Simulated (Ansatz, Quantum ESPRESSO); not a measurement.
# InSb (zinc blende): bulk modulus from a few volumes

How stiff is zinc blende InSb under hydrostatic load? Each row scales the relaxed cell evenly and relaxes the atoms. The phase is followed to these pressures whether or not it stays the stable one.

Calculated with Ansatz 0.2.0, PBEsol, PAW files of the set soft_1, cutoff 600 eV, Fermi–Dirac smearing 0.02 eV, k-mesh 7×7×7, no spin polarisation, no spin-orbit coupling.

Reference cell, relaxed at zero pressure with PBEsol (F-43m): a = 4.6116 Å, b = 4.6116 Å, c = 4.6116 Å, α = 60.00°, β = 60.00°, γ = 60.00°.

```csv
atom,x,y,z
Sb,0.7500,0.7500,0.7500
In,0.0000,0.0000,0.0000
```

| V (Å³/atom) | V/V0 | P (GPa) | E − E0 (meV/atom) |
| --- | --- | --- | --- |
| 32.5929 | 0.9400 | 3.048 | 18.6 |
| 33.9798 | 0.9800 | 0.890 | 1.8 |
| 35.3667 | 1.0200 | −0.825 | 1.9 |
| 36.0602 | 1.0400 | −1.542 | 7.0 |
| 36.7536 | 1.0600 | −2.179 | 15.1 |

V0 = 34.6733 Å³ an atom, where the residual pressure P0 is −0.018 GPa. **Question.** Fit the Birch–Murnaghan law and give the pressure and the energy at V = 33.2863 Å³ an atom, a row left out above.

With the Eulerian strain f = ½[(V0/V)^(2/3) − 1] and F = (P − P0)/[3f(1 + 2f)^(5/2)], the third-order law is the line F = B0 + (3/2) B0 (B′ − 4) f.

| f | F (GPa) |
| --- | --- |
| 0.02106 | 43.78 |
| 0.00678 | 43.16 |
| −0.00656 | 42.40 |
| −0.01290 | 42.03 |
| −0.01905 | 41.67 |

A straight line through the 5 rows: the means are −0.002134 for f and 42.608 for F, Σ(Δx)² = 0.001039 and ΣΔxΔy = 0.05511, so the slope is 0.05511/0.001039 = 53.042 and the intercept 42.608 − (53.042)(−0.002134) = 42.721.

Hence B0 = 42.7 GPa and B′ = 4 + (53.0)/(1.5 × 42.7) = 4.83. For the withheld volume f = 0.01379, F = 43.45 GPa and P = 1.91 GPa. The run itself gives 1.91 GPa, so the estimate misses by 0.00 GPa, a rounding's worth.

Integrating the same law gives E − E0 = (9/2) B0 V0 f²[1 + (B′ − 4) f] + P0(V0 − V), with 1 GPa Å³ = 6.2415 meV: 7.9 meV an atom. The run itself gives 7.9 meV, so the estimate misses by 0.0 meV, a rounding's worth.

The same fit over all rows at other levels or in other programs gives B0 = 43 GPa with PBEsol (Quantum ESPRESSO, PseudoDojo) and 47 GPa with LDA (Quantum ESPRESSO, GBRV).

[Logs are printed without paths, hosts, clocks, repeated set-up lines and the standing remarks that a program may print on its own settings, such as how far it seeks lower states.]
